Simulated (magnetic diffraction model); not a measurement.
# Which magnetic order? MgCoGe2S6

Space group C2/c (no. 15), a = 12.1760 Å, b = 11.0390 Å, c = 6.5590 Å, β = 101.61°.

```
site  atom       x       y       z
  8f    Ge  0.1968  0.4086  0.7909
  4e    Co       0  0.0988     3/4
  8f     S  0.3874  0.4065  0.8812
  8f     S  0.1164  0.7427  0.1106
  8f     S  0.1325  0.5717  0.5928
  4e    Mg       0  0.7357     3/4
```

This is a made-up structure (elements placed in a structure type, unrelaxed), so the numbers test the method and describe no known phase.

Only Co is taken to order (form factors of Co2+); orders and moment sizes are assumed, and not adapted to the symmetry. Radiation: neutrons of λ = 4.2 Å, 8° to 80°; isotropic B of 0.63 Å² (Ge), 0.56 Å² (Co), 0.64 Å² (S) and 0.73 Å² (Mg). The intensities are simulated: I ∝ L Σ (|F_N|² + |F_M⊥|²) for unpolarised neutrons, with F_M = 2.695 fm/μB × Σ f(s) S exp(2πi Q·r) exp(−B s²) at Q = H ± k (one set where k and −k are equivalent), only the part normal to Q counting and L = 1/(sin²θ cos θ). For collinear order S is the moment m, which repeats by lattice and centring translations R with the sign exp(−2πi k·R). Form factors are spin-only for 3d ions and dipole or tabulated for f ions, scattering lengths are Sears's of 1992, and absorption is left out. A label names one of the reflections at its angle. The strongest nuclear line in the range is 100, and lines under 0.2 are left out.

Above the ordering temperature:

| 2θ (°) | index | I |
| --- | --- | --- |
| 30.05 | (1 1 0) | 16.7 |
| 41.24 | (2 0 0) | 8.3 |
| 44.73 | (0 2 0) | 2.3 |
| 45.71 | (1 1 -1) | 1.5 |
| 52.73 | (1 1 1) | 6.7 |
| 60.21 | (0 2 1) | 85.7 |
| 62.45 | (2 2 0) | 54.9 |
| 68.31 | (3 1 0) | 100.0 |
| 70.03 | (2 2 -1) | 62.4 |
| 72.85 | (3 1 -1) | 65.6 |

Below it (cell unchanged):

```csv
2θ (°),I
30.05,28.8
38.16,17.7
41.24,8.3
44.73,9.9
45.71,18.5
50.88,10.6
52.73,15.3
60.21,86.8
62.45,62.2
63.53,3.6
68.31,102.2
70.03,63.4
72.85,71.5
73.35,5.9
```

**Question.** Find the propagation vector, then choose among these models:
A. collinear moments along [111], 2.32 μB on Co; signs + at (0, 0.0988, 3/4), + at (0, 0.9012, 1/4)
B. collinear moments along [100], 2.32 μB on Co; signs + at (0, 0.0988, 3/4), − at (0, 0.9012, 1/4)
C. collinear moments along [111], 2.32 μB on Co; signs + at (0, 0.0988, 3/4), − at (0, 0.9012, 1/4)
D. collinear moments along [100], 2.32 μB on Co; signs + at (0, 0.0988, 3/4), + at (0, 0.9012, 1/4)

No line moves, and magnetic intensity falls on nuclear lines such as the one at 45.71°; new lines at (0 0 1), (2 0 -1) and (2 0 1) have whole indices that obey the lattice centring, at places with no nuclear intensity to speak of, so the magnetic cell equals the chemical primitive cell: k = 0.

Magnetic intensity, observed (below minus above) and for each model:

| 2θ (°) | index | observed | A | B | C | D |
| --- | --- | --- | --- | --- | --- | --- |
| 30.05 | (1 1 0) | 12.1 | 23.7 | 12.7 | 12.1 | 24.8 |
| 38.16 | (0 0 1) | 17.7 | <0.2 | 20.7 | 17.7 | <0.2 |
| 41.24 | (2 0 0) | <0.2 | 8.7 | <0.2 | <0.2 | 0.7 |
| 44.73 | (0 2 0) | 7.6 | 0.9 | 13.4 | 7.6 | 1.6 |
| 45.71 | (1 1 -1) | 17.0 | 8.7 | 15.2 | 17.0 | 7.8 |
| 50.88 | (2 0 -1) | 10.6 | <0.2 | 4.1 | 10.6 | <0.2 |
| 60.21 | (0 2 1) | 1.2 | 10.2 | 1.7 | 1.2 | 14.8 |
| 73.35 | (1 3 0) | 5.8 | 0.5 | 9.5 | 5.8 | 0.8 |

Model C matches.

The absence at (2 0 0) is telling: the sublattices cancel there.

The structure used: k = (0 0 0), collinear moments along [111], 2.32 μB on Co; signs + at (0, 0.0988, 3/4), − at (0, 0.9012, 1/4).

[Logs are printed without paths, hosts, clocks, repeated set-up lines and the standing remarks that a program may print on its own settings, such as how far it seeks lower states.]
